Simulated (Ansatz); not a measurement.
# Y2TiFe3, from a guessed structure to a relaxed one

This structure for Y2TiFe3 is made up. Its elements were placed in a known structure type with a cell scaled to their sizes. What cell does the guess relax to, and how far off was it?

Program: Ansatz 0.2.0. Level of theory: DFT, PBEsol, plane-wave PAW, files of the set soft_1, scalar-relativistic, ferromagnetic start, cell and ions relaxed at zero pressure; PAW set soft_1. Results are calculated unless marked as measured.

## Step 1: Set-up

The structure is trigonal, space group R-3m (No. 166). The conventional cell has a = 5.474 Å, b = 5.474 Å, c = 11.871 Å, α = 90.00°, β = 90.00°, γ = 120.00°. Nearest to Y lie 9 Fe at 2.88 to 3.14 Å and 1 Y at 3.10 Å and 3 Ti at 3.19 Å. Fe has 2 Ti at 2.53 Å and 4 Fe at 2.74 Å and 6 Y at 2.88 to 3.14 Å nearest. Nearest to Ti lie 6 Fe at 2.53 Å and 6 Y at 3.19 Å. Farther neighbours are not listed.

## Step 2: Relaxation of the guess

The guessed cell has no reason to be at equilibrium. It is relaxed with the atoms, within the space group of the guess.

File input.yaml:

```yaml
crystal:
  lattice:
    - [2.737, 1.580207687, 3.957]
    - [-2.737, 1.580207687, 3.957]
    - [0.0, -3.160415374, 3.957]
  atoms:
    - { symbol: "Y", position: [0.369533333, 0.369533333, 0.369533333] }
    - { symbol: "Y", position: [0.630466667, 0.630466667, 0.630466667] }
    - { symbol: Fe, position: [0.5, 0.0, 0.0], spin: 3.0 }
    - { symbol: Fe, position: [0.0, 0.5, 0.0], spin: 3.0 }
    - { symbol: Fe, position: [0.0, 0.0, 0.5], spin: 3.0 }
    - { symbol: Ti, position: [0.0, 0.0, 0.0], spin: 1.0 }
magnetization:
  spin_polarized: true
kpoints:
  mp_grid: { grid: [6, 6, 6] }
scf:
  occupations: { method: fermi_dirac, width: 0.05 }
hamiltonian:
  xc: pbesol
  pseudopotentials: { kind: paw, azcp: { folder: soft_1 }, xc_functional: pbe }
relax:
  f_tol: 0.015
  max_steps: 70
  cell: {}
output:
  forces: true
  stress: true
```

The run is started by

```bash
> ansatz run input.yaml --threads 4 --pin off --max-ram 10240MiB --backend cpu --events-out ev --progress --plain --runs-dir out
```

Numbers of over 12 decimals in the logs are rounded to 6 here.

The log of the run:

```text
Engine: ansatz 0.2.0, x86_64-unknown-linux-gnu
Pseudopotentials: kind: paw
Pseudopotential: Y, paw, valence charge 11, recommended cutoff 420 eV (normal), soft_1/Y.paw.azcp
Pseudopotential: Fe, paw, valence charge 16, recommended cutoff 420 eV (normal), soft_1/Fe.paw.azcp
Pseudopotential: Ti, paw, valence charge 12, recommended cutoff 420 eV (normal), soft_1/Ti.paw.azcp
Functional definition: PBEsol
  exchange = pbesol_x
  correlation = pbesol_c
Crystal: 6 atoms, lattice volume = 102.685 Å³
Basis set: ecut = 420 eV, 2029 PW (Γ), exchange–correlation on 72×72×72 points (8 copies of the dense FFT grid, shifted against one another)
Bands: 56, of which v1, the nominal top of the filled ones, is band 41 counted from 1 (40 counted from 0)
Symmetry: 12 space group operations
Space group: R-3m (ITA 166), of the structure as read, at distance tolerance 4.7e-5 Å
Magnetic group: BNS 166.97 (UNI 1327), of the structure as read, at distance tolerance 4.7e-5 Å
k-points: 32 of 216
Non-local potential: Y, projectors of the file, l = 0: 3, l = 1: 2, l = 2: 2, l = 3: 1
Non-local potential: Fe, projectors of the file, l = 0: 3, l = 1: 2, l = 2: 3, l = 3: 1
Non-local potential: Ti, projectors of the file, l = 0: 3, l = 1: 2, l = 2: 3, l = 3: 1
PAW form: soft (Blöchl's): semilocal exchange-correlation on the pseudo side does not see the compensation charge
PAW frozen core: Y, regenerated for the run's functional, and the local potential with it (the file was generated under x = pbe(κ = 0.804, μ = 0.219515), c = pbe(β = 0.066725))
PAW frozen core: Fe, regenerated for the run's functional, and the local potential with it (the file was generated under x = pbe(κ = 0.804, μ = 0.219515), c = pbe(β = 0.066725))
PAW frozen core: Ti, regenerated for the run's functional, and the local potential with it (the file was generated under x = pbe(κ = 0.804, μ = 0.219515), c = pbe(β = 0.066725))
PAW one-centre angular grid: Y, 590 points (default); XC on 64 Gauss nodes
PAW one-centre angular grid: Fe, 590 points (default); XC on 64 Gauss nodes
PAW one-centre angular grid: Ti, 590 points (default); XC on 64 Gauss nodes
Initial density: superposition of atomic densities (chi_scale 0.1, normalization cell)
Starting moments: Σ|m| = 10 μB on 4 of 6 sites
Initial wavefunctions: pseudopotential atomic-orbital guess
Functional: x = pbesol(κ = 0.804, μ = 0.123457), c = pbesol(β = 0.046)
SCF iter   1: F=—  HF=-23408.990823 eV  |F-HF|=—  |Δ(HF+E_count)|=         —  Δρ=6.21e-2 (↑6.21e-2 ↓2.38e-2)  dr2=3.55e0  dr2_m=1.03e0  M=6.670 μB ∫|m|=8.255 μB  β_m=0.30  ethr=3.10e-3  ⟨swp⟩=5.9  Hψ=11314  notcnv=0  defer=11
Mixer restart at iter 1: flushing history
preconditioner: auto → Kerker (q_TF=auto, 2.628 Å⁻¹)  [metal: Δε(μ)=0.007 eV  Ē_g=9.748 eV  σ=0.050 eV  W_gap=0.03  n_scr=26 (ndim 8)  ℏωp=24.9 eV  f_vac=0.000  D(μ)=10.36/eV (n_scr^D=130)]
spin=Collinear: Kerker preconditioning applied to the charge; magnetization (m = ρ↑ − ρ↓) channel mixes plain (no charge-response kernel on spin).
SCF iter   2: F=—  HF=-23407.833440 eV  |F-HF|=—  |Δ(HF+E_count)|=    1.16e0  Δρ=3.27e-2 (↑3.27e-2 ↓2.59e-2)  dr2=1.10e0  dr2_m=6.72e-1  M=6.232 μB ∫|m|=7.991 μB  β_m=0.42  ethr=3.10e-3  ⟨swp⟩=2.0  Hψ=5778  notcnv=0  defer=241
SCF iter   3: F=—  HF=-23408.881787 eV  |F-HF|=—  |Δ(HF+E_count)|=    1.05e0  Δρ=2.73e-2 (↑2.26e-2 ↓2.73e-2)  dr2=1.03e0  dr2_m=5.07e-1  M=5.615 μB ∫|m|=7.703 μB  β_m=0.46  ethr=1.34e-3  ⟨swp⟩=2.0  Hψ=4258  notcnv=0  defer=241
SCF iter   4: F=—  HF=-23410.303431 eV  |F-HF|=—  |Δ(HF+E_count)|=    1.42e0  Δρ=2.22e-2 (↑1.53e-2 ↓2.22e-2)  dr2=6.50e-1  dr2_m=2.90e-1  M=4.503 μB ∫|m|=7.455 μB  β_m=0.27  ethr=1.25e-3  ⟨swp⟩=2.5  Hψ=5173  notcnv=0  defer=236
SCF iter   5: F=—  HF=-23410.740526 eV  |F-HF|=—  |Δ(HF+E_count)|=   4.37e-1  Δρ=1.76e-2 (↑1.76e-2 ↓7.82e-3)  dr2=1.53e-1  dr2_m=1.32e-1  M=3.792 μB ∫|m|=7.350 μB  β_m=0.72  ethr=7.93e-4  ⟨swp⟩=2.6  Hψ=5473  notcnv=0  defer=202
SCF iter   6: F=—  HF=-23410.840469 eV  |F-HF|=—  |Δ(HF+E_count)|=         —  Δρ=4.98e-3 (↑4.98e-3 ↓4.77e-3)  dr2=8.83e-2  dr2_m=4.27e-3  M=2.927 μB ∫|m|=7.113 μB  β_m=0.72  ethr=1.86e-4  ⟨swp⟩=3.0  Hψ=7343  notcnv=0  defer=204
Mixer restart at iter 6: flushing history
SCF iter   7: F=—  HF=-23410.888463 eV  |F-HF|=—  |Δ(HF+E_count)|=   4.80e-2  Δρ=3.78e-3 (↑3.78e-3 ↓2.14e-3)  dr2=1.65e-2  dr2_m=2.06e-3  M=3.015 μB ∫|m|=7.123 μB  β_m=0.63  ethr=1.08e-4  ⟨swp⟩=2.1  Hψ=6656  notcnv=0  defer=204
SCF iter   8: F=—  HF=-23410.875391 eV  |F-HF|=—  |Δ(HF+E_count)|=   1.31e-2  Δρ=2.57e-3 (↑2.57e-3 ↓1.89e-3)  dr2=2.60e-2  dr2_m=5.52e-4  M=3.003 μB ∫|m|=7.075 μB  β_m=0.61  ethr=2.01e-5  ⟨swp⟩=2.1  Hψ=6994  notcnv=0  defer=199
SCF iter   9: F=—  HF=-23410.875865 eV  |F-HF|=—  |Δ(HF+E_count)|=   4.74e-4  Δρ=6.26e-4 (↑6.26e-4 ↓3.47e-4)  dr2=1.01e-3  dr2_m=1.45e-4  M=3.029 μB ∫|m|=7.053 μB  β_m=0.73  ethr=2.01e-5  ⟨swp⟩=2.0  Hψ=5169  notcnv=0  defer=199
SCF iter  10: F=—  HF=-23410.875933 eV  |F-HF|=—  |Δ(HF+E_count)|=   6.85e-5  Δρ=4.79e-4 (↑4.79e-4 ↓4.70e-4)  dr2=9.34e-5  dr2_m=2.02e-4  M=3.030 μB ∫|m|=7.022 μB  β_m=0.86  ethr=1.23e-6  ⟨swp⟩=1.9  Hψ=4218  notcnv=0  defer=199
SCF iter  11: F=—  HF=-23410.875978 eV  |F-HF|=—  |Δ(HF+E_count)|=   4.45e-5  Δρ=4.21e-4 (↑4.21e-4 ↓1.93e-4)  dr2=6.53e-5  dr2_m=8.65e-5  M=3.030 μB ∫|m|=7.003 μB  β_m=0.93  ethr=1.14e-7  ⟨swp⟩=2.0  Hψ=5245  notcnv=0  defer=199
SCF iter  12: F=—  HF=-23410.875981 eV  |F-HF|=—  |Δ(HF+E_count)|=   3.17e-6  Δρ=1.26e-4 (↑1.26e-4 ↓4.24e-5)  dr2=2.16e-5  dr2_m=2.11e-6  M=3.032 μB ∫|m|=6.983 μB  β_m=0.92  ethr=7.97e-8  ⟨swp⟩=2.0  Hψ=4851  notcnv=0  defer=199
SCF iter  13: F=—  HF=-23410.875977 eV  |F-HF|=—  |Δ(HF+E_count)|=   4.45e-6  Δρ=2.35e-5 (↑2.35e-5 ↓7.40e-6)  dr2=8.57e-7  dr2_m=1.70e-7  M=3.032 μB ∫|m|=6.981 μB  β_m=0.96  ethr=2.64e-8  ⟨swp⟩=2.0  Hψ=4453  notcnv=0  defer=199
SCF iter  14: F=—  HF=-23410.875977 eV  |F-HF|=—  |Δ(HF+E_count)|=   1.02e-7  Δρ=1.23e-5 (↑4.25e-6 ↓1.23e-5)  dr2=3.17e-7  dr2_m=1.97e-8  M=3.033 μB ∫|m|=6.980 μB  β_m=0.98  ethr=1.04e-9  ⟨swp⟩=2.0  Hψ=4984  notcnv=0  defer=199
SCF iter  15: F=—  HF=-23410.875977 eV  |F-HF|=—  |Δ(HF+E_count)|=   6.83e-8  Δρ=5.38e-6 (↑1.10e-6 ↓5.38e-6)  dr2=3.41e-8  dr2_m=8.44e-9  M=3.033 μB ∫|m|=6.980 μB  β_m=0.99  ethr=3.86e-10  ⟨swp⟩=2.0  Hψ=5289  notcnv=0  defer=199
SCF iter  16: F=-23410.875977 eV  HF=-23410.875977 eV  |F-HF|=8.42e-8  |Δ(HF+E_count)|=   6.54e-9  Δρ=4.88e-6 (↑2.81e-6 ↓4.88e-6)  dr2=8.73e-8  dr2_m=1.17e-9  M=3.033 μB ∫|m|=6.980 μB  ethr=4.16e-11  ⟨swp⟩=1.0  Hψ=9881  notcnv=0
SCF 1 converged in 16 iterations: F = -23410.875977 eV  dr2 = 8.73e-8
[...]
relax step   5: F+E_penalty+E_count = -23411.03533504 eV  Δ(F+E_penalty+E_count) = -3.494e-4 eV  max|allowed force component| = 5.231e-3 eV/Å  Δτ_max = 0.0022 Å  P = +0.042 GPa  Ω = 97.310 Å³  energy of the carried Pulay correction = +1.945e-3 eV  (10 SCF iters, dr2 threshold 2.03e-7 eV, accepted)
[...]
relax step   6: F+E_penalty+E_count = -23411.03533227 eV  Δ(F+E_penalty+E_count) = +2.772e-6 eV  max|allowed force component| = 1.309e-4 eV/Å  Δτ_max = 0.0002 Å  P = -0.000 GPa  Ω = 97.349 Å³  energy of the carried Pulay correction = +1.931e-3 eV  (8 SCF iters, dr2 threshold 8.96e-9 eV, accepted)
Initial wavefunctions: pseudopotential atomic-orbital guess (no wavefunctions were taken with the density)
iter 1 solved again at ethr=4.93e-8 eV; its pass at ethr=3.10e-3 eV (dr2=4.04e-5 eV) is discarded
SCF iter   1: F=—  HF=-23411.033353 eV  |F-HF|=—  |Δ(HF+E_count)|=         —  Δρ=1.16e-4 (↑8.92e-5 ↓1.16e-4)  dr2=3.17e-5  dr2_m=4.96e-7  M=2.892 μB ∫|m|=6.365 μB  β_m=0.65  ethr=4.93e-8  ⟨swp⟩=3.6  Hψ=21400  notcnv=0
spin=Collinear: Kerker preconditioning applied to the charge; magnetization (m = ρ↑ − ρ↓) channel mixes plain (no charge-response kernel on spin).
SCF iter   2: F=—  HF=-23411.033350 eV  |F-HF|=—  |Δ(HF+E_count)|=   2.56e-6  Δρ=3.46e-5 (↑3.46e-5 ↓3.45e-5)  dr2=6.06e-7  dr2_m=6.55e-7  M=2.893 μB ∫|m|=6.366 μB  β_m=0.56  ethr=3.87e-8  ⟨swp⟩=2.0  Hψ=4414  notcnv=0
SCF iter   3: F=—  HF=-23411.033354 eV  |F-HF|=—  |Δ(HF+E_count)|=   4.27e-6  Δρ=1.55e-5 (↑1.55e-5 ↓1.17e-5)  dr2=3.57e-7  dr2_m=1.98e-8  M=2.892 μB ∫|m|=6.365 μB  β_m=0.54  ethr=7.39e-10  ⟨swp⟩=2.0  Hψ=6274  notcnv=0
SCF iter   4: F=—  HF=-23411.033356 eV  |F-HF|=—  |Δ(HF+E_count)|=   1.37e-6  Δρ=1.40e-5 (↑1.01e-5 ↓1.40e-5)  dr2=7.31e-7  dr2_m=9.95e-9  M=2.892 μB ∫|m|=6.365 μB  β_m=0.77  ethr=4.36e-10  ⟨swp⟩=2.0  Hψ=4694  notcnv=0
SCF iter   5: F=—  HF=-23411.033358 eV  |F-HF|=—  |Δ(HF+E_count)|=   2.44e-6  Δρ=1.72e-5 (↑6.74e-6 ↓1.72e-5)  dr2=8.60e-7  dr2_m=2.89e-8  M=2.892 μB ∫|m|=6.365 μB  β_m=0.88  ethr=4.36e-10  ⟨swp⟩=2.0  Hψ=4683  notcnv=0
SCF iter   6: F=—  HF=-23411.033360 eV  |F-HF|=—  |Δ(HF+E_count)|=   2.14e-6  Δρ=5.29e-6 (↑5.29e-6 ↓3.86e-6)  dr2=2.35e-8  dr2_m=1.50e-8  M=2.891 μB ∫|m|=6.363 μB  β_m=0.93  ethr=4.36e-10  ⟨swp⟩=2.6  Hψ=6547  notcnv=0
SCF iter   7: F=—  HF=-23411.033360 eV  |F-HF|=—  |Δ(HF+E_count)|=   1.07e-8  Δρ=3.04e-6 (↑6.36e-7 ↓3.04e-6)  dr2=1.31e-8  dr2_m=1.83e-9  M=2.891 μB ∫|m|=6.363 μB  β_m=0.97  ethr=2.87e-11  ⟨swp⟩=2.1  Hψ=6291  notcnv=0
SCF iter   8: F=—  HF=-23411.033360 eV  |F-HF|=—  |Δ(HF+E_count)|=   1.54e-8  Δρ=6.65e-7 (↑6.17e-7 ↓6.65e-7)  dr2=2.01e-10  dr2_m=3.10e-10  M=2.891 μB ∫|m|=6.363 μB  β_m=0.93  ethr=1.60e-11  ⟨swp⟩=2.3  Hψ=5321  notcnv=0
SCF iter   9: F=—  HF=-23411.033360 eV  |F-HF|=—  |Δ(HF+E_count)|=   8.49e-9  Δρ=3.69e-7 (↑3.69e-7 ↓1.86e-7)  dr2=3.27e-10  dr2_m=1.00e-11  M=2.891 μB ∫|m|=6.363 μB  β_m=0.97  ethr=1.00e-12  ⟨swp⟩=2.0  Hψ=6074  notcnv=0
SCF iter  10: F=—  HF=-23411.033360 eV  |F-HF|=—  |Δ(HF+E_count)|=  1.02e-10  Δρ=3.68e-7 (↑3.68e-7 ↓3.35e-7)  dr2=5.55e-10  dr2_m=1.52e-12  M=2.891 μB ∫|m|=6.363 μB  β_m=0.98  ethr=1.00e-12  ⟨swp⟩=2.0  Hψ=4405  notcnv=0
SCF iter  11: F=—  HF=-23411.033360 eV  |F-HF|=—  |Δ(HF+E_count)|=  2.47e-10  Δρ=1.88e-7 (↑9.47e-8 ↓1.88e-7)  dr2=1.12e-10  dr2_m=2.50e-12  M=2.891 μB ∫|m|=6.363 μB  β_m=0.99  ethr=1.00e-12  ⟨swp⟩=2.0  Hψ=4680  notcnv=0
SCF iter  12: F=—  HF=-23411.033360 eV  |F-HF|=—  |Δ(HF+E_count)|=  1.60e-10  Δρ=2.50e-8 (↑2.09e-8 ↓2.50e-8)  dr2=9.55e-13  dr2_m=3.24e-13  M=2.891 μB ∫|m|=6.363 μB  β_m=1.00  ethr=1.00e-12  ⟨swp⟩=2.0  Hψ=4597  notcnv=0
SCF iter  13: F=-23411.033360 eV  HF=-23411.033360 eV  |F-HF|=7.28e-12  |Δ(HF+E_count)|=    0.00e0  Δρ=3.80e-8 (↑2.10e-8 ↓3.80e-8)  dr2=5.03e-12  dr2_m=6.88e-14  M=2.891 μB ∫|m|=6.363 μB  ethr=1.00e-12  ⟨swp⟩=2.0  Hψ=8837  notcnv=0
the starting moments were not kept: 1 of 4 ended reversed and 3 kept their direction, counting a site from 0.1 μB. The largest reversed, site 5 (counted from 0, in the order of the report's site_moments_mub), started with +1.0 μB and closes at -5.7e-1 μB in its sphere.
SCF 7 converged in 13 iterations: F = -23411.033360 eV  dr2 = 5.03e-12
  greatest PAW one-centre occupation: 1.000 electrons in one spin orbital (limit 2), on the Fe atom at site 2 (counted from 0), in its partial waves of l = 1
relax step   7: F+E_penalty+E_count = -23411.03336040 eV  Δ(F+E_penalty+E_count) = +1.972e-3 eV  max|allowed force component| = 1.623e-4 eV/Å  Δτ_max = 0.0000 Å  P = +0.003 GPa  Ω = 97.349 Å³  stress off target by 5.82e-3 GPa  SCF on the basis re-selected at this cell (its energy is not comparable with the rows above)  (13 SCF iters)
basis re-selected at this cell: Δ(F+E_penalty+E_count) = +1.972e-3 eV, ΔP = +0.003 GPa vs the last step (what re-selecting the basis moved, of the pressure what is left beyond the Pulay correction that the steps carried, after the strain that the cell walked since its last selection, with what the two solves' SCF thresholds leave and, on support functions, any second-order correction that the steps lacked; it is no m [...]
SCF converged after 13 iterations
Magnetization: 2.8914 μB (42.4457 up, 39.5543 down)
Absolute magnetization: 6.3632 μB (∫|ρ↑−ρ↓|, with the PAW one-centre terms)
Spin contamination: 0.8357 ħ² per cell (⟨S²⟩ above its minimum at these occupations)
Per-site moments (μB) at R_I (Å): [(-0.211729, 1.220276), (-0.211729, 1.220276), (1.529887, 1.043952), (1.529887, 1.043952), (1.529887, 1.043952), (-0.567377, 1.043952)]
Free energy (F): -23411.033360 eV
Harris-Foulkes:  -23411.033360 eV  (|F-HF|=7.28e-12)
Internal energy: -23410.987206 eV  (E = F + TS)
E sigma→0 (E₀):  -23411.010283 eV
Entropy (-TS):   -0.046154 eV (-7.692 meV/atom)
Fermi energy:    15.032315 eV
--- Per-component energies (eV) ---
  E_band       = -1018.358533
  E_kinetic    = 1922.915369
  E_local      = -9859.430357  (includes V_loc(G=0)·N_el)
  E_nonlocal   = 989.542466
  E_hartree    = 4072.298058
  E_xc         = -804.763867
  E_vxc        = -987.204052  (∫ρ·V_xc dr)
  E_paw        = -10597.821903  (= ΣΔE_a)
  E_vpaw       = -1228.775028  (= ΣTr[D̂ρ^β])
  E_aug_tail   = -0.002898  (compensation charges beyond the density's cutoff)
  E_ewald      = -9134.698612
  E_core_change = 0.974537  (= ΣΔE_core)
  E_smearing   = -0.046154  (= −TS)
  E_closure    = 0.000000  (closes the sum)
  Σ components = -23411.033360   (vs F -23411.033360, Δ=0.00e0)
--- Forces (eV/Å), atoms counted from 1 ---
  atom   1  Y      0.00000000     0.00000000     0.00016228
  atom   2  Y      0.00000000    -0.00000000    -0.00016228
  atom   3  Fe    -0.00000000     0.00000000    -0.00000000
  atom   4  Fe    -0.00000000    -0.00000000     0.00000000
  atom   5  Fe    -0.00000000    -0.00000000     0.00000000
  atom   6  Ti     0.00000000    -0.00000000     0.00000000
  max |Σ_I F_I| component: 9.25e-18 eV/Å
--- Stress (GPa, compression-positive) ---
        0.001022      -0.000000      -0.000000
       -0.000000       0.001022      -0.000000
       -0.000000      -0.000000       0.005816
  P = ⅓ Tr σ = 0.0026 GPa (0.026 kbar)
--- Relaxed structure (6 steps of the walk, 6 accepted, 1 SCFs on fresh bases) ---
  F+E_penalty+E_count = -23411.03336040 eV   max|allowed force component| = 1.623e-4 eV/Å   (the final SCF, on the basis selected at the relaxed cell)
  cell:  # Å, volume = 97.3491 Å³
    - [2.636108, 1.521958, 4.044035]
    - [-2.636108, 1.521958, 4.044035]
    - [0, -3.043915, 4.044035]
  atoms:
    - { symbol: Y, position: [0.375757, 0.375757, 0.375757] }
    - { symbol: Y, position: [0.624243, 0.624243, 0.624243] }
    - { symbol: Fe, position: [0.5, 2.7755575615628914e-17, 0.0] }
    - { symbol: Fe, position: [2.7755575615628914e-17, 0.5, 0.0] }
    - { symbol: Fe, position: [0.0, 0.0, 0.5] }
    - { symbol: Ti, position: [0, 0, 0] }
```

It took 17 s on 4 threads of AMD EPYC 9R45 (Zen 5), shared host; peak memory 0.78 GiB.

The steps of the relaxation:

```tsv
step	energy less that of the first step (eV)	largest force component (eV/Å)	pressure (GPa)	volume (Å³)
1	0.0000	0.3382	-4.57	102.68
2	-0.1405	0.1535	1.96	95.56
3	-0.1534	0.1705	0.63	96.86
4	-0.1590	0.0235	-0.27	97.60
5	-0.1594	0.0052	0.04	97.31
6	-0.1594	0.0001	0.00	97.35
7*	-0.1574	0.0002	0.00	97.35
```

Relaxation steps marked * repeat the geometry before them on a plane-wave basis chosen anew for their cell, so energy and pressure can jump there.

The run keeps the 12 symmetry operations that it works with, so distortions that break them were not tested.

```tsv
conventional cell, symmetrised	before	after	change
a (Å)	5.474	5.272	-3.7 %
b (Å)	5.474	5.272	-3.7 %
c (Å)	11.871	12.132	+2.2 %
volume (Å³/atom)	17.11	16.22	-5.2 %
```

The atoms that moved most (Å, as changes of fractional coordinates times the final cell):

```tsv
atom	dx	dy	dz	length
Y1	0.000	0.000	0.076	0.076
Y2	0.000	0.000	-0.076	0.076
```

Final coordinates:

```xyz
6
Lattice="2.6361 1.5220 4.0440 -2.6361 1.5220 4.0440 0.0000 -3.0439 4.0440" Properties=species:S:1:pos:R:3 pbc="T T T"
Y     0.0000    0.0000    4.5587
Y     0.0000    0.0000    7.5734
Fe    1.3181    0.7610    2.0220
Fe   -1.3181    0.7610    2.0220
Fe    0.0000   -1.5220    2.0220
Ti    0.0000    0.0000    0.0000
```

This step gave:

| Property | Result |
| --- | --- |
| free energy | -23411.0334 eV |
| energy at zero smearing | -23411.0103 eV |
| smearing term TS | 0.04615 eV |
| Fermi energy | 15.03 eV |
| magnetization | 2.891 μB |
| absolute magnetization | 6.363 μB |
| site moments | -0.2117, -0.2117, 1.530, 1.530, 1.530, -0.5674 μB |
| electrons | 82 |
| symmetry operations | 12 |
| pressure | 0.002620 GPa |

Site moment by atom:

```tsv
atom	site moment (μB)
Y1	-0.21
Y2	-0.21
Fe3	1.53
Fe4	1.53
Fe5	1.53
Ti6	-0.57
```

The shortest distance of each pair, which need not be the same contact before and after:

```tsv
pair	guess (Å)	relaxed (Å)
Fe–Ti	2.532	2.531
Fe–Fe	2.737	2.636
Fe–Y	2.880	2.958
Y–Y	3.098	3.015
Ti–Y	3.189	3.087
```

The relaxation ends with a largest force component of 1.6e-4 eV/Å and a pressure of 0.00 GPa.

## Step 3: Summary of results

```
space group, relaxed : R-3m
conventional cell    : a = 5.272, b = 5.272, c = 12.132 Å; α = 90.0°, β = 90.0°, γ = 120.0°
volume per atom      : 16.22 Å³ (guess 17.11)
total moment         : 2.89 μB in the cell of 6 atoms
```

In words: Y2TiFe3 relaxes to R-3m with a = 5.272, b = 5.272 and c = 12.132 Å. The guessed volume was 5 % too large. The space group R-3m was held in the relaxation, so the end point is a stationary structure within it and may be a saddle against distortions or other arrangements. The input starts from parallel moments, and no other start was typed; the run left that order, and the end state is ferrimagnetic. Mesh and cutoff weren't tested. No dispersion term is used, so weakly bound directions may come out too long. Nothing here tests whether the compound is stable against decomposition.

[Logs are printed without paths, hosts, clocks, repeated set-up lines and the standing remarks that a program may print on its own settings, such as how far it seeks lower states.]

[Hosts, paths, dates, database ids (printed as entryN), source tags and the programs' standing remarks are cut or masked in the printed files.]
